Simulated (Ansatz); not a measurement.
# Lattice dynamics of CaTi2 (built on the sites of a database entry of MgZr2)

Aim: the vibrations of CaTi2 (built on the sites of a database entry of MgZr2), their spectra, and whether the structure is stable.

Main program and level: Ansatz 0.2.0; DFT PBEsol, scalar-relativistic, plane waves, PAW.

Most raw output is cut from this account.

The structure was built from a prototype and need not be the compound's stable phase.

### 1. The structure

It takes space group R-3m (No. 166, trigonal). The conventional cell has a = 3.241 Å, b = 3.241 Å, c = 23.385 Å, α = 90.00°, β = 90.00°, γ = 120.00°. Nearest to Ca lie 6 Ca at 3.24 Å and 6 Ti at 3.26 Å. Nearest to Ti lie 9 Ti at 3.10 to 3.24 Å and 3 Ca at 3.26 Å. Farther neighbours are not listed.

### 2. Rough relaxation

The start is far from rest, so a relaxation with loose tolerances brings it close first.

File input.yaml:

```yaml
crystal:
  lattice:
    - [1.62039, 0.93554, 7.79513]
    - [-1.62039, 0.93554, 7.79513]
    - [0.0, -1.87107, 7.79513]
  atoms:
    - { symbol: Ca, position: [0.0, 0.0, 0.0] }
    - { symbol: Ti, position: [0.21942677, 0.21942677, 0.21942677] }
    - { symbol: Ti, position: [0.78057323, 0.78057323, 0.78057323] }
kpoints:
  mp_grid: { grid: [9, 9, 9] }
hamiltonian:
  xc: pbesol
scf:
  occupations: { method: gaussian, width: 0.1 }
output:
  forces: true
  stress: true
  eigenvalues: true
relax:
  adjacent_minimum: "off"
  f_tol: 0.05
  max_steps: 80
  cell: { stress_tol: 0.5 }
```

Launch:

```
$ ansatz run input.yaml --threads 8 --pin off --max-ram 14336MiB --backend cpu --events-out ev --progress --plain --runs-dir out
```

Run time: 4.1 s. Hardware: 8 threads of Intel Xeon Platinum 8488C (Sapphire Rapids), shared host; peak memory 0.56 GiB.

Step by step:

```tsv
step	energy less that of the first step (eV)	largest force component (eV/Å)	pressure (GPa)	volume (Å³)
1	0.0000	1.7569	-6.38	70.90
2	-0.5477	0.0095	-1.79	66.59
3	-0.5638	0.0376	0.76	63.52
4	-0.5667	0.0155	0.00	64.43
5*	-0.5665	0.0157	0.00	64.43
```

Relaxation steps marked * repeat the geometry before them on a plane-wave basis chosen anew for their cell, so energy and pressure can jump there.

The run keeps the 12 symmetry operations that it works with, so distortions that break them were not tested.

```tsv
conventional cell, symmetrised	before	after	change
a (Å)	3.241	3.109	-4.1 %
b (Å)	3.241	3.109	-4.1 %
c (Å)	23.385	23.094	-1.2 %
volume (Å³/atom)	23.63	21.48	-9.1 %
```

The atoms that moved most (Å, as changes of fractional coordinates times the final cell):

```tsv
atom	dx	dy	dz	length
Ti3	0.000	0.000	0.187	0.187
Ti2	0.000	0.000	-0.187	0.187
```

The relaxed structure:

```xyz
3
Lattice="1.5544 0.8975 7.6978 -1.5544 0.8975 7.6978 0.0000 -1.7949 7.6978" Properties=species:S:1:pos:R:3 pbc="T T T"
Ca    0.0000    0.0000    0.0000
Ti    0.0000    0.0000    4.8803
Ti    0.0000    0.0000   18.2133
```

Numbers from this step:

```yaml
pressure: 0.002394 GPa
volume_per_atom: 21.48 Å³
gap_on_the_k_mesh: 0 eV
```

In this step the volume went from 23.63 to 21.48 Å³/atom.

### 3. Bringing the structure to rest

The cell and atoms are relaxed, since residual forces and stress would shift the frequencies.

File input.yaml:

```yaml
crystal:
  lattice:
    - [1.5544267866, 0.8974503696, 7.6978471]
    - [-1.5544267866, 0.8974503696, 7.6978471]
    - [0.0, -1.7948958015, 7.6978476756]
  atoms:
    - { symbol: Ca, position: [0.0, 0.0, 0.0] }
    - { symbol: Ti, position: [0.2113254025, 0.2113254025, 0.2113254025] }
    - { symbol: Ti, position: [0.7886745975, 0.7886745975, 0.7886745975] }
kpoints:
  mp_grid: { grid: [15, 15, 15] }
hamiltonian:
  xc: pbesol
scf:
  occupations: { method: gaussian, width: 0.1 }
output:
  forces: true
  stress: true
  eigenvalues: true
  write_density: true
  write_potential: true
  elf: true
  volumetric_format: npy
relax:
  adjacent_minimum: "off"
  f_tol: 0.005
  max_steps: 80
  cell: { stress_tol: 0.05 }
```

Elapsed: 11 s, on 8 threads; peak memory 0.8 GiB; 76 s of CPU time.

Relaxation path:

```tsv
step	energy less that of the first step (eV)	largest force component (eV/Å)	pressure (GPa)	volume (Å³)
1	0.0000	0.0246	0.02	64.43
2	0.0000	0.0186	-0.01	64.39
3	-0.0001	0.0000	0.00	64.41
4*	-0.0001	0.0000	0.00	64.41
```

Relaxation steps marked * repeat the geometry before them on a plane-wave basis chosen anew for their cell, so energy and pressure can jump there.

Forces are held to the 12 operations that the run works with; a distortion that breaks them can't arise in this run.

```tsv
conventional cell, symmetrised	before	after	change
a (Å)	3.109	3.107	-0.1 %
b (Å)	3.109	3.107	-0.1 %
c (Å)	23.094	23.114	+0.1 %
volume (Å³/atom)	21.48	21.47	-0.0 %
```

The relaxed structure:

```xyz
3
Lattice="1.5535 0.8969 7.7047 -1.5535 0.8969 7.7047 0.0000 -1.7938 7.7047" Properties=species:S:1:pos:R:3 pbc="T T T"
Ca    0.0000    0.0000    0.0000
Ti    0.0000    0.0000    4.8861
Ti    0.0000    0.0000   18.2281
```

This step gave:

```yaml
pressure: 0.001572 GPa
volume_per_atom: 21.47 Å³
```

Electrostatic potential energy in the ac plane of the conventional cell at fractional y = 0.000, with atoms of Ca and Ti within 0.2 Å of it. With pseudopotentials it is smooth inside the atoms' cores, unlike the true potential.

Ten even steps from '0' (-26 eV) to '9' (14 eV), each cell a mean:
```
11257888886421
99999999999999
99988766678999
99988877788899
01246899986311
01247899986311
88999999999998
99887766678889
99988777778899
99999999999999
99988766678999
99998877788999
99998776778999
99998777788999
99999999999999
99887766678889
99888777778899
88889999999888
00136899985200
22357899987532
99988776788999
99998777788999
88899999999988
00136888875200
```
Columns run along a (3.1 Å; values clipped at the 3rd and 97th percentile), rows up along c (23.1 Å), edges of the conventional cell, whose origin can differ from the input's. Atoms in or near the plane, at fractional coordinates: Ca at (0.00, 0.00), Ti at (0.00, 0.21), Ti at (0.00, 0.79).

Valence density in the ac plane of the conventional cell at fractional y = 0.000, with atoms of Ca and Ti within 0.2 Å of it. It is the smooth field of the valence electrons, not physical close to the nuclei.

Values in units of 1e0 e/Å³, 24 rows by 14 columns, each cell a mean:
```
3.3 2.8 1.7 0.8 0.3 0.1 0.1 0.1 0.1 0.2 0.4 1.0 2.1 3.0
0.1 0.1 0.1 0.1 0.1 0.1 0.1 0.1 0.1 0.1 0.1 0.1 0.1 0.1
0.2 0.2 0.2 0.2 0.2 0.3 0.3 0.4 0.3 0.2 0.2 0.2 0.2 0.2
0.3 0.3 0.2 0.2 0.2 0.2 0.3 0.3 0.3 0.2 0.2 0.2 0.2 0.3
5.6 4.8 2.7 1.1 0.4 0.2 0.2 0.2 0.2 0.2 0.5 1.5 3.5 5.1
5.4 4.5 2.6 1.0 0.3 0.2 0.1 0.1 0.1 0.2 0.4 1.4 3.3 4.8
0.1 0.1 0.1 0.1 0.1 0.1 0.1 0.1 0.1 0.1 0.1 0.1 0.1 0.1
0.1 0.1 0.1 0.1 0.2 0.3 0.4 0.4 0.3 0.2 0.2 0.1 0.1 0.1
0.1 0.1 0.1 0.1 0.2 0.2 0.3 0.3 0.3 0.2 0.1 0.1 0.1 0.1
0.1 0.1 0.1 0.1 0.1 0.1 0.1 0.1 0.1 0.1 0.1 0.1 0.1 0.1
0.1 0.1 0.1 0.2 0.2 0.3 0.4 0.4 0.3 0.2 0.2 0.2 0.1 0.1
0.2 0.2 0.2 0.2 0.2 0.3 0.3 0.3 0.3 0.2 0.2 0.2 0.2 0.2
0.1 0.1 0.2 0.2 0.2 0.3 0.4 0.4 0.3 0.3 0.2 0.2 0.2 0.1
0.1 0.1 0.1 0.1 0.2 0.2 0.3 0.3 0.3 0.2 0.2 0.1 0.1 0.1
0.1 0.1 0.1 0.1 0.1 0.1 0.1 0.1 0.1 0.1 0.1 0.1 0.1 0.1
0.1 0.1 0.1 0.1 0.2 0.3 0.4 0.4 0.3 0.2 0.2 0.1 0.1 0.1
0.1 0.1 0.1 0.1 0.2 0.2 0.3 0.3 0.3 0.2 0.1 0.1 0.1 0.1
0.2 0.2 0.2 0.1 0.1 0.1 0.1 0.1 0.1 0.1 0.1 0.1 0.2 0.2
7.0 6.0 3.5 1.3 0.4 0.2 0.2 0.1 0.2 0.2 0.5 1.8 4.4 6.4
3.9 3.3 1.8 0.7 0.3 0.2 0.2 0.2 0.2 0.2 0.4 1.0 2.3 3.5
0.2 0.2 0.2 0.2 0.2 0.3 0.3 0.3 0.3 0.3 0.2 0.2 0.2 0.2
0.1 0.1 0.1 0.2 0.2 0.2 0.3 0.3 0.3 0.2 0.2 0.2 0.1 0.1
0.2 0.2 0.1 0.1 0.1 0.1 0.1 0.1 0.1 0.1 0.1 0.1 0.2 0.2
4.4 3.8 2.4 1.1 0.4 0.2 0.1 0.1 0.1 0.2 0.5 1.4 2.9 4.0
```
Columns run along a (3.1 Å), rows up along c (23.1 Å), edges of the conventional cell, whose origin can differ from the input's. Atoms in or near the plane, at fractional coordinates: Ca at (0.00, 0.00), Ti at (0.00, 0.21), Ti at (0.00, 0.79).

ELF in the ac plane of the conventional cell at fractional y = 0.000, with atoms of Ca and Ti within 0.2 Å of it. It is the smooth field of the valence electrons, not physical close to the nuclei.

Values, 24 rows by 14 columns, each cell a mean:
```
0.70 0.69 0.62 0.48 0.27 0.16 0.19 0.22 0.18 0.17 0.33 0.52 0.65 0.69
0.27 0.26 0.25 0.25 0.27 0.32 0.37 0.39 0.36 0.31 0.27 0.25 0.26 0.26
0.65 0.58 0.41 0.24 0.15 0.15 0.18 0.19 0.16 0.14 0.16 0.28 0.48 0.61
0.58 0.54 0.44 0.32 0.23 0.20 0.20 0.20 0.20 0.20 0.24 0.35 0.48 0.56
0.37 0.43 0.45 0.33 0.20 0.23 0.36 0.42 0.32 0.20 0.23 0.37 0.45 0.40
0.40 0.43 0.44 0.32 0.18 0.19 0.30 0.36 0.27 0.17 0.21 0.36 0.46 0.43
0.32 0.31 0.28 0.27 0.28 0.30 0.33 0.34 0.32 0.30 0.28 0.28 0.30 0.31
0.32 0.26 0.17 0.13 0.15 0.24 0.32 0.35 0.30 0.20 0.13 0.13 0.20 0.29
0.42 0.37 0.25 0.17 0.16 0.20 0.25 0.26 0.23 0.17 0.14 0.18 0.29 0.39
0.75 0.72 0.64 0.51 0.37 0.26 0.20 0.19 0.21 0.29 0.41 0.55 0.67 0.73
0.48 0.43 0.31 0.20 0.14 0.14 0.17 0.18 0.16 0.14 0.15 0.23 0.35 0.44
0.59 0.56 0.45 0.33 0.23 0.19 0.18 0.19 0.19 0.21 0.26 0.36 0.48 0.56
0.54 0.49 0.38 0.28 0.21 0.19 0.20 0.20 0.19 0.18 0.21 0.30 0.43 0.52
0.53 0.48 0.36 0.24 0.17 0.14 0.15 0.16 0.15 0.14 0.18 0.27 0.41 0.50
0.75 0.72 0.62 0.49 0.36 0.25 0.19 0.18 0.20 0.28 0.39 0.53 0.66 0.73
0.34 0.29 0.18 0.13 0.14 0.23 0.31 0.34 0.30 0.21 0.14 0.14 0.22 0.31
0.37 0.31 0.22 0.15 0.14 0.20 0.25 0.28 0.25 0.18 0.15 0.17 0.25 0.33
0.30 0.28 0.26 0.25 0.28 0.33 0.38 0.40 0.37 0.31 0.26 0.25 0.26 0.29
0.36 0.44 0.52 0.38 0.20 0.16 0.27 0.33 0.24 0.15 0.24 0.44 0.51 0.41
0.40 0.41 0.38 0.28 0.20 0.26 0.37 0.42 0.34 0.22 0.21 0.32 0.41 0.42
0.66 0.62 0.49 0.32 0.21 0.17 0.18 0.19 0.18 0.18 0.23 0.37 0.54 0.63
0.60 0.54 0.40 0.25 0.17 0.15 0.17 0.19 0.17 0.16 0.19 0.29 0.45 0.56
0.25 0.24 0.22 0.22 0.26 0.33 0.40 0.43 0.38 0.30 0.24 0.22 0.23 0.24
0.77 0.77 0.72 0.59 0.33 0.14 0.14 0.16 0.13 0.19 0.42 0.64 0.75 0.77
```
Columns run along a (3.1 Å), rows up along c (23.1 Å), edges of the conventional cell, whose origin can differ from the input's. Atoms in or near the plane, at fractional coordinates: Ca at (0.00, 0.00), Ti at (0.00, 0.21), Ti at (0.00, 0.79).

In this step the volume went from 21.48 to 21.47 Å³/atom.

### 4. Relaxing to small forces for the phonons

Phonons need a cell at rest on their own settings, so the relaxation is repeated with tight tolerances on forces and stress on the k mesh and occupations of the first response run.

File input.yaml:

```yaml
crystal:
  lattice:
    - [1.5535099964, 0.8969210619, 7.7047424555]
    - [-1.5535099964, 0.8969210619, 7.7047424555]
    - [0.0, -1.7938371819, 7.7047430308]
  atoms:
    - { symbol: Ca, position: [0.0, 0.0, 0.0] }
    - { symbol: Ti, position: [0.2113913851, 0.2113913851, 0.2113913851] }
    - { symbol: Ti, position: [0.7886086149, 0.7886086149, 0.7886086149] }
kpoints:
  mp_grid: { grid: [15, 15, 15] }
hamiltonian:
  xc: pbesol
scf:
  occupations: { method: methfessel_paxton, width: 0.2 }
output:
  forces: true
  stress: true
  eigenvalues: true
relax:
  adjacent_minimum: "off"
  f_tol: 0.001
  max_steps: 60
  cell: { stress_tol: 0.01 }
```

Wall time 9.5 s (8 threads); peak memory 0.79 GiB.

Little changed from the start: no atom moved by 0.005 Å and no cell edge by 0.1 %.

This step gave:

```
pressure        : -1.00e-5 GPa
volume per atom : 21.46 Å³
```

The largest force component left is 0.0069 meV/Å and the pressure is 0.000 GPa, within the tolerances set. The cell now holds 21.46 Å³/atom.

### 5. Modes at Γ

The zone centre is the only wavevector solved here; it holds the modes that light can see, as far as symmetry allows. No field response is asked, since the mesh shows no gap.

input.yaml, the sections that differ from step 4:

```yaml
crystal:
  lattice:
    - [1.5532395982, 0.8967649473, 7.7041332417]
    - [-1.5532395982, 0.8967649473, 7.7041332417]
    - [0.0, -1.7935249531, 7.7041338168]
  atoms:
    - { symbol: Ca, position: [0.0, 0.0, 0.0] }
    - { symbol: Ti, position: [0.2113993745, 0.2113993745, 0.2113993745] }
    - { symbol: Ti, position: [0.7886006255, 0.7886006255, 0.7886006255] }
output:
  eigenvalues: true
phonons:
  method: dfpt
# kpoints, hamiltonian, scf: as in step 4
# relax: removed
```

The job ended after 2.7 min (8 threads; peak memory 4.5 GiB).

This step gave:

- sum-rule residual before enforcement: 1.02e-4 eV/Å²
- point group: -3m
- highest optical mode at the zone centre (no LO-TO term): 289.8 cm⁻¹
- lowest optical zone-centre mode: 40.41 cm⁻¹

Patterns of degenerate modes are one choice out of their space. The modes at Γ (shares of kinetic energy by element, %):

```tsv
mode	frequency (cm⁻¹)	symmetry	Ca %	Ti %
1	0.0	acoustic	30	70
2	0.0	acoustic	30	70
3	0.0	acoustic	30	70
4	40.4	Eu	70	30
5	40.4	Eu	70	30
6	121.0	Eg	0	100
7	121.0	Eg	0	100
8	178.0	A2u	70	30
9	289.8	A1g	0	100
```

Displacements in mode 5 (40.4 cm⁻¹), the largest set to 1:
```
Ca1  1.00  0.00  0.00
Ti2 -0.42  0.00  0.00
Ti3 -0.42  0.00  0.00
```

Displacements in mode 8 (178.0 cm⁻¹), the largest set to 1:
```
Ca1  0.00  0.00  1.00
Ti2  0.00  0.00 -0.42
Ti3  0.00  0.00 -0.42
```

Before it was imposed, the acoustic sum rule was missed by 1.0e-4 eV/Å². Small misses are needed for a sound result but don't prove that mesh and cutoff are converged. The lowest optical mode is real, 40.4 cm⁻¹.

### 6. Another isotope, element Ca, natural mass 40.078 amu

An isotope changes the mass and not the force constants, so no new electronic calculation is needed; the shifts show which modes move this element.

The same force constants with the mass of Ca changed from 40.078 to 47.953 u (phonopy, no LO-TO term). Both lists are sorted by frequency; levels can cross, so a row need not hold one and the same mode. Modes under 3 cm⁻¹ are left out. Isotope shifts, by row:

```tsv
q	rank	natural mass (cm⁻¹)	changed mass (cm⁻¹)
0 0 0	4	40.41	38
0 0 0	5	40.41	38
0 0 0	6	121	121
0 0 0	7	121	121
0 0 0	8	178	167.4
0 0 0	9	289.8	289.8
```

A mode of this element alone would shift by -8.58 %. The highest zone-centre frequency without the field goes from 289.8 to 289.8 cm⁻¹ (+0.0 %). The product of the frequency ratios over all optical modes at Γ is 0.832; the product rule, (m/m′)^(3k/2) (M′/M)^(3/2) with k = 1 such atoms and M the mass of the cell, gives 0.831.

### 7. Isotope substitution, element Ti, natural mass 47.867 amu

The same for Ti, from 47.87 to 49.94 u.

The same force constants with the mass of Ti changed from 47.867 to 49.945 u (phonopy, no LO-TO term). Both lists are sorted by frequency; levels can cross, so a row need not hold one and the same mode. Modes under 3 cm⁻¹ are left out. Isotope shifts, by row:

```tsv
q	rank	natural mass (cm⁻¹)	changed mass (cm⁻¹)
0 0 0	4	40.41	40.16
0 0 0	5	40.41	40.16
0 0 0	6	121	118.5
0 0 0	7	121	118.5
0 0 0	8	178	176.9
0 0 0	9	289.8	283.7
```

A mode of this element alone would shift by -2.10 %. The highest zone-centre frequency without the field goes from 289.8 to 283.7 cm⁻¹ (-2.1 %). The product of the frequency ratios over all optical modes at Γ is 0.921; the product rule, (m/m′)^(3k/2) (M′/M)^(3/2) with k = 2 such atoms and M the mass of the cell, gives 0.921.

### 8. What came out

| Item | Value |
| --- | --- |
| space group after relaxation (within 0.01 Å) | R-3m |
| volume per atom | 21.5 Å³ |
| electronic character | no gap on this mesh |
| highest optical mode at the zone centre (no LO-TO term) | 290 cm⁻¹ |
| lowest optical zone-centre mode | 40.4 cm⁻¹ |
| imaginary modes at Γ (the only wavevector solved) | none |

The structure is stable against zone-centre distortions, since no mode there is imaginary; other wavevectors were not solved, so zone-boundary instabilities are untested. The optical modes at Γ span 40 to 290 cm⁻¹. No dispersion was computed. The highest mode in this list at Γ, 289.8 cm⁻¹, is mostly motion of Ti (100 % of the kinetic energy). With no gap, or one that is small against the smearing, the frequencies hang on the k mesh and the smearing, most of all near Kohn anomalies. The starting cell was built on a prototype and not taken from a measurement, so the phase need not exist. These are harmonic frequencies at zero temperature: anharmonic shifts, linewidths and thermal expansion are left out.

[Logs are printed without paths, hosts, clocks, repeated set-up lines and the standing remarks that a program may print on its own settings, such as how far it seeks lower states.]

[Hosts, paths, dates, database ids (printed as entryN), source tags and the programs' standing remarks are cut or masked in the printed files.]
